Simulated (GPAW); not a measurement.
# How the form of the self-energy moves the gap of CsGeCl3 (R3m)

How much does the gap of CsGeCl3 (R3m) depend on the approximation to the self-energy?

Method: LDA and many-body steps on it, plane waves, in GPAW 26.7.0.

### Step 1. Set-up

The structure is trigonal, space group R3m (No. 160). Conventional cell: a = 7.694 Å, b = 7.694 Å, c = 9.535 Å, α = 90.00°, β = 90.00°, γ = 120.00°. Nearest to Cs lie 12 Cl at 3.86 to 3.90 Å. Ge has 3 Cl at 2.37 Å nearest. Cl has 2 Ge at 2.37 to 3.10 Å and 4 Cs at 3.86 to 3.90 Å nearest. Farther neighbours and most contacts between anions are not listed.

As a file:

```
Cs Ge Cl
1.0
     3.84682    2.22096    3.17830
    -3.84682    2.22096    3.17830
     0.00000   -4.44192    3.17830
Cs Ge Cl
1 1 3
Direct
  0.99840 0.99840 0.99840
  0.51553 0.51553 0.51553
  0.49671 0.49671 0.94864
  0.49671 0.94864 0.49671
  0.94864 0.49671 0.49671
```

The cell and positions are those that the Materials Project relaxed with its own functionals (PBE, PBE+U or r2SCAN), kept fixed. Spin-orbit coupling is left out unless a step names it.

### Step 2. Empty states on the mesh, 4×4×4 mesh, 558 bands

This step: GPAW 26.7.0; DFT, LDA, plane waves, PAW.

The sums over transitions need many empty states on a uniform mesh; this step solves for them.

Input file run.py:

```python
import json
import numpy as np
from gpaw.mpi import world
from gpaw import GPAW

calc = GPAW('gs.gpw').fixed_density(kpts={'size': (4, 4, 4), 'gamma': True},
    parallel={'domain': 1, 'band': 1},
    txt='nscf.txt')
calc.diagonalize_full_hamiltonian(nbands=558)
calc.write('full.gpw', mode='all')
res = {}
kpts = calc.get_ibz_k_points()
res['kpts'] = kpts
res['eigenvalues'] = [calc.get_eigenvalues(kpt=k) for k in range(len(kpts))]
res['n_electrons'] = calc.get_number_of_electrons()

if world.rank == 0:
    with open('result.json', 'w') as f:
        json.dump(res, f, default=lambda x: x.tolist())
```

Launch:

```console
$ mpirun -n 8 gpaw python run.py
```

Numbers of over 12 decimals in the logs are rounded to 6 here.

What it wrote:

```text
Diagonalizing LCAO Hamiltonian
Converting LCAO to pw mode
convergence criteria:
- Maximum integral of absolute [eigenst]ate change: 4e-08 eV^2 / valence electron
maximum number of iterations: 100

SCF iterations
|iter     |     time |      energy | eigst |  dens |
|iter:   1|  |             | +0.82 |       |
|iter:   2|  |             | -0.44 |       |
|iter:   3|  |             | -1.19 |       |
[...]
|iter:  14|  |             | -6.42 |       |
|iter:  15|  |             | -6.97 |       |
|iter:  16|  |             | -7.45c|       |
SCF steps: 16
  __  _  _
 | _ |_)|_||  |
 |__||  | ||/\| - 26.7.0

Input parameters:
  mode=PW(ecut=450.000000),
  convergence={'density': 1e-06, 'bands': -3},
  gpts=array([27, 27, 27]),
  kpts=MonkhorstPack(size=(4, 4, 4), gamma=True),
  maxiter=100,
  nbands=25,
  occupations=Occupations(name='fermi-dirac', width=0.001, fixmagmom=False),
  parallel={'domain': 1, 'band': 1},
  xc=XC(name='LDA')
Matrix size: 3533x3533
# Writing to full.gpw (mode='all')
  [... matrices ...]

timing:  # [seconds]
  Total: 94.045  # ━━━━━━━━━━━━━━━━━━━━━━━━━━━━━━━━━━━━━━━━━━━━━━━━━━━━━━━━━━
```

The job ended after 1.7 min (8 MPI ranks of Arm Neoverse V1, shared host; peak memory 8.1 GiB).

Numbers from this step:

```
gap                                                           : 1.948 eV
k of the valence top                                          : 0.5, 0.5, 0.5
k of the conduction bottom                                    : 0.5, 0.5, 0.5
least direct gap                                              : 1.948 eV
k points computed                                             : 13
lowest point of the top converged band, above the valence top : 121.6344 eV
```

On this mesh the gap is 1.948 eV.

### Step 3. One-shot HSE06

This step: one-shot HSE06 levels on LDA orbitals, plane waves, PAW.

Input file run.py:

```python
import json
import numpy as np
from gpaw.mpi import world
from gpaw.hybrids.eigenvalues import non_self_consistent_eigenvalues

dft, vxc, vxc_hyb = non_self_consistent_eigenvalues('full.gpw', 'HSE06', 15, 19, kpt_indices=[0, 12])
res = {'dft': dft[0], 'hybrid': (dft - vxc + vxc_hyb)[0]}
if world.rank == 0:
    with open('hybrid.txt', 'w') as f:
        for k, e0, e1 in zip([0, 12], res['dft'], res['hybrid']):
            print(k, ' '.join(f'{x:9.4f}' for x in e0), '|', ' '.join(f'{x:9.4f}' for x in e1), file=f)

if world.rank == 0:
    with open('result.json', 'w') as f:
        json.dump(res, f, default=lambda x: x.tolist())
```

Launch:

```console
$ mpirun -n 8 gpaw python run.py
```

What it wrote:

```text
IBZ(<points: 13, symmetries: 6>)
Occupied bands: 17
Transforming wave functions from IBZ to BZ: 0.039 seconds
Distributing wave functions and iFFT-ing to real space: 0.199 seconds
Calculating eigenvalues:
  k-points: 2
  Bands: 15-18 (inclusive)
  Seconds: 1.029 (wave-function broadcasting: 0.016 seconds)
HSE06-eigenvalue shifts:
  min: -0.926 eV
  ave: 0.044 eV
  max: 0.875 eV
```

Elapsed: 4.6 s, on 8 MPI ranks; peak memory 2 GiB; 36 s of CPU time.

This step gave:

```yaml
starting_gap_on_the_mesh: 1.948 eV
hybrid_gap_on_the_mesh: 2.838 eV
least_direct_hybrid_gap_on_the_computed_points: 2.838 eV
```

### Step 4. GLLB-SC, self-consistent

This step: DFT, GLLB-SC with its derivative discontinuity, plane waves, PAW.

Input file run.py:

```python
import json
import numpy as np
from gpaw.mpi import world
from ase import Atoms
from gpaw import GPAW, PW, FermiDirac

atoms = Atoms(['Cs', 'Ge', 'Cl', 'Cl', 'Cl'],
    cell=[[3.8468163907, 2.2209604787, 3.1783005336],
      [-3.8468163907, 2.2209604787, 3.1783005336],
      [0.0000000000, -4.4419209574, 3.1783005336]],
    scaled_positions=[[0.9984033500, 0.9984033500, 0.9984033500],
      [0.5155331500, 0.5155331500, 0.5155331500],
      [0.4967126700, 0.4967126700, 0.9486381700],
      [0.4967126700, 0.9486381700, 0.4967126700],
      [0.9486381700, 0.4967126700, 0.4967126700]],
    pbc=(True, True, True))
calc = GPAW(mode=PW(450),
    xc='GLLBSC',
    kpts={'size': (4, 4, 4), 'gamma': True},
    occupations=FermiDirac(0.001),
    nbands=-8,
    convergence={'bands': -3},
    maxiter=120,
    txt='gllbsc.txt')
atoms.calc = calc
atoms.get_potential_energy()
homo, lumo = calc.get_homo_lumo()
response = calc.hamiltonian.xc.response
dxc_pot = response.calculate_discontinuity_potential(homo, lumo)
ks_gap, dxc = response.calculate_discontinuity(dxc_pot)
res = {'ks_gap': ks_gap, 'dxc': dxc}

if world.rank == 0:
    with open('result.json', 'w') as f:
        json.dump(res, f, default=lambda x: x.tolist())
```

Launch:

```console
$ mpirun -n 8 gpaw python run.py
```

What it wrote:

```text
[banner, memory and clock lines left out]
___ ___ ___ _ _ _
 |   |   |_  | | | |
 | | | | | . | | | |
 |__ |  _|___|_____|  26.7.0
 |___|_|

Input parameters:
  convergence: {bands: -3}
  kpts: {gamma: True,
         size: (4, 4, 4)}
  maxiter: 120
  mode: {ecut: 450.000000,
         name: pw}
  nbands: -8
  occupations: {fixmagmom: False,
                name: fermi-dirac,
                width: 0.001}
  xc: GLLBSC

System changes: positions, numbers, cell, pbc, initial_charges, initial_magmoms

Initialize ...

species:
  Cs:
    name:    Caesium
    Z:       55.0
    valence: 9
    core:    46
    charge:  0.0  # [|e|]
    compensation charges:
      type: gauss
      rc: 0.33  # [Å]
      lmax: 2
    cutoffs:
      filter: 2.06  # [Å]
      core: 2.51  # [Å]
    projectors
    | kind |    occ | energy [eV] | rcut [Å] |
    |   5s |  2.000 |     -26.300 |    1.164 |
    |   6s |  1.000 |      -2.756 |    1.164 |
    |   5p |  6.000 |     -13.212 |    1.058 |
    |    p |        |      13.999 |    1.058 |
    |    d |        |       0.000 |    1.058 |

    Using partial waves for Cs as LCAO basis

  Ge:
    name:    Germanium
    Z:       32.0
    valence: 4
    core:    28
    charge:  0.0  # [|e|]
    compensation charges:
      type: gauss
      rc: 0.32  # [Å]
      lmax: 2
    cutoffs:
      filter: 1.77  # [Å]
      core: 3.42  # [Å]
    projectors
    | kind |    occ | energy [eV] | rcut [Å] |
    |   4s |  2.000 |     -13.001 |    1.005 |
    |   4p |  2.000 |      -5.408 |    1.005 |
    |    s |        |      14.211 |    1.005 |
    |    p |        |      21.803 |    1.005 |
    |    d |        |       0.000 |    1.005 |

    Using partial waves for Ge as LCAO basis

  Cl:
    name:    Chlorine
    Z:       17.0
    valence: 7
    core:    10
    charge:  0.0  # [|e|]
    compensation charges:
      type: gauss
      rc: 0.25  # [Å]
      lmax: 2
    cutoffs:
      filter: 1.40  # [Å]
      core: 1.49  # [Å]
    projectors
    | kind |    occ | energy [eV] | rcut [Å] |
    |   3s |  2.000 |     -24.525 |    0.794 |
    |   3p |  5.000 |     -12.463 |    0.794 |
    |    s |        |       2.686 |    0.794 |
    |    p |        |      14.748 |    0.794 |
    |    d |        |       0.000 |    0.794 |

    Using partial waves for Cl as LCAO basis

Reference energy: -306376.969852  # eV

Spin-paired calculation

Convergence criteria:
 Maximum [total energy] change in last 3 cyles: 0.0005 eV / valence electron
 Maximum integral of absolute [dens]ity change: 0.0001 electrons / valence electron
 Maximum integral of absolute [eigenst]ate change: 4e-08 eV^2 / valence electron
 Maximum number of scf [iter]ations: 120
 (Square brackets indicate name in SCF output, whereas a 'c' in
 the SCF output indicates the quantity has converged.)
  [... matrices ...]
Symmetries present (total): 6

  [... matrices ...]
64 k-points: 4 x 4 x 4 Monkhorst-Pack grid + [1/8,1/8,1/8]
13 k-points in the irreducible part of the Brillouin zone
       k-points in crystal coordinates                weights
   0:     0.00000000    0.00000000    0.00000000          1/64
   1:     0.25000000    0.00000000   -0.25000000          6/64
   2:     0.25000000    0.00000000    0.00000000          6/64
   3:     0.25000000    0.25000000   -0.25000000          6/64
   4:     0.25000000    0.25000000    0.00000000          6/64
   5:     0.25000000    0.25000000    0.25000000          2/64
   6:     0.50000000    0.00000000    0.00000000          3/64
   7:     0.50000000    0.25000000   -0.25000000          6/64
   8:     0.50000000    0.25000000    0.00000000         12/64
   9:     0.50000000    0.25000000    0.25000000          6/64
          ...
  12:     0.50000000    0.50000000    0.50000000          1/64

Wave functions: Plane wave expansion
  Cutoff energy: 450.000 eV
  Number of coefficients (min, max): 3508, 3542
  Pulay-stress correction: 0.000000 eV/Ang^3 (de/decut=0.000000)
  Using FFTW library
  Wavefunction extrapolation:
    Improved wavefunction reuse through dual PAW basis

Occupation numbers: Fermi-Dirac:
  width: 0.0010  # eV

Eigensolver
   Davidson(niter=2)

Densities:
  Coarse grid: 27*27*27 grid
  Fine grid: 54*54*54 grid
  Total Charge: 0.000000

Density mixing:
  Method: separate
  Backend: msr1
  Linear mixing parameter: 0.05
  old densities: 10
  Width of damping distribution: 1.1
  Damping of long wavelength oscillations: 20

Hamiltonian:
  XC and Coulomb potentials evaluated on a 54*54*54 grid
  Using the GLLBSC Exchange-Correlation functional
  External potential:
    NoExternalPotential

XC parameters: GLLBSC functional being used consists of
  | Weight | Module     | Description                                   |
  |  1.000 | SCREENING  | GGA_X_PBE_SOL with 2 nearest neighbor stencil |
  |  1.000 | RESPONSE   | eps=0.0500 eV                                 |
  |  1.000 | XC         | GGA_C_PBE_SOL with 2 nearest neighbor stencil |

Memory estimate:

Total number of cores used: 8
Parallelization over k-points: 8

Number of atoms: 5
Number of atomic orbitals: 21
Number of bands in calculation: 25
Number of valence electrons: 34
Bands to converge: 22

... initialized

Initializing position-dependent things.

Density initialized from atomic densities
Creating initial wave functions:
  21 bands from LCAO basis set
  4 bands from random numbers

            Cs

         Cl      Cl

           Cle

Atomic positions and initial magnetic moments

Positions:
   0 Cs     0.000000   -0.000000    9.519678    ( 0.0000,  0.0000,  0.0000)
   1 Ge    -0.000000   -0.000000    4.915558    ( 0.0000,  0.0000,  0.0000)
   2 Cl    -0.000000   -2.007417    6.172461    ( 0.0000,  0.0000,  0.0000)
   3 Cl    -1.738474    1.003709    6.172461    ( 0.0000,  0.0000,  0.0000)
   4 Cl     1.738474    1.003709    6.172461    ( 0.0000,  0.0000,  0.0000)
  [... matrices ...]
Unit cell:
           periodic     x           y           z      points  spacing
  1. axis:    yes    3.846816    2.220960    3.178301    27     0.2023
  2. axis:    yes   -3.846816    2.220960    3.178301    27     0.2023
  3. axis:    yes    0.000000   -4.441921    3.178301    27     0.2023

  Lengths:   5.461891   5.461891   5.461891
  Angles:   89.546228  89.546228  89.546228

Effective grid spacing dv^(1/3) = 0.2023

iter:   1    -21.389574   +0.96
iter:   2    -19.680107   -0.05  -1.14
iter:   3    -18.894059   -0.83  -1.16
iter:   4    -18.544660   -1.05  -1.34
iter:   5    -18.501306   -1.41  -1.32
iter:   6    -18.402901   -1.54  -1.82
iter:   7    -18.352510   -1.62  -1.85
iter:   8    -18.367415   -1.97  -2.24
iter:   9    -18.362802c  -2.19  -2.90
iter:  10    -18.362862c  -2.33  -3.18
iter:  11    -18.364330c  -2.60  -3.74
iter:  12    -18.364415c  -2.80  -3.77
iter:  13    -18.364465c  -2.91  -4.51c
iter:  14    -18.364617c  -3.10  -4.87c
iter:  15    -18.364566c  -3.28  -5.28c
iter:  16    -18.364649c  -3.46  -5.71c
iter:  17    -18.364609c  -3.75  -5.68c
iter:  18    -18.364636c  -3.97  -6.37c
[...]
iter:  27    -18.364633c  -6.84  -9.09c
iter:  28    -18.364633c  -7.03  -9.65c
iter:  29    -18.364633c  -7.36  -10.10c
iter:  30    -18.364633c  -7.52c -10.11c

Converged after 30 iterations.

Dipole moment: (0.000000, -0.000048, 18.544541) |e|*Ang

Energy contributions relative to reference atoms: (reference = -306376.969852)
  [... matrices ...]
Kinetic:        +75.411053
Potential:      -71.722083
External:        +0.000000
XC:             -22.871203
Entropy (-ST):   -0.000000
Local:           +0.817600
SIC:             +0.000000
Free energy:    -18.364633
Extrapolated:   -18.364633

GLLBSC response reference energy: 2.06706 eV (from HOMO)
  [... matrices ...]
Showing only first 2 kpts
 Kpt  Band  Eigenvalues  Occupancy
  0    15     -0.69817    2.00000
  0    16     -0.45011    2.00000
  0    17      6.68259    0.00000
  0    18      7.36543    0.00000

  1    15     -0.71272    2.00000
  1    16      0.22443    2.00000
  1    17      6.32450    0.00000
  1    18      6.49211    0.00000

Fermi level: 2.73056

Gap: 2.456 eV
Transition (v -> c):
  (s=0, k=12, n=16, [0.50, 0.50, 0.50]) -> (s=0, k=12, n=17, [0.50, 0.50, 0.50])
No difference between direct/indirect transitions
```

Run time: 16 s. Hardware: 8 MPI ranks; peak memory 1.5 GiB.

Numbers from this step:

| Quantity | Value |
| --- | --- |
| starting gap on the mesh | 2.456 eV |
| derivative discontinuity | 0.9096 eV |
| quasiparticle gap on the mesh | 3.366 eV |

(Part 1 of 2 ends here.)

[Paths, hosts, dates, memory and timing lines, banners, echoed tables and standing remarks are left out of the program output.]

[Logs are printed without paths, hosts, clocks, repeated set-up lines and the standing remarks that a program may print on its own settings, such as how far it seeks lower states.]

[Runs of the session that timed out or met a known fault of the program may be left out.]

[Hosts, paths, dates, database ids (printed as entryN), source tags and the programs' standing remarks are cut or masked in the printed files.]
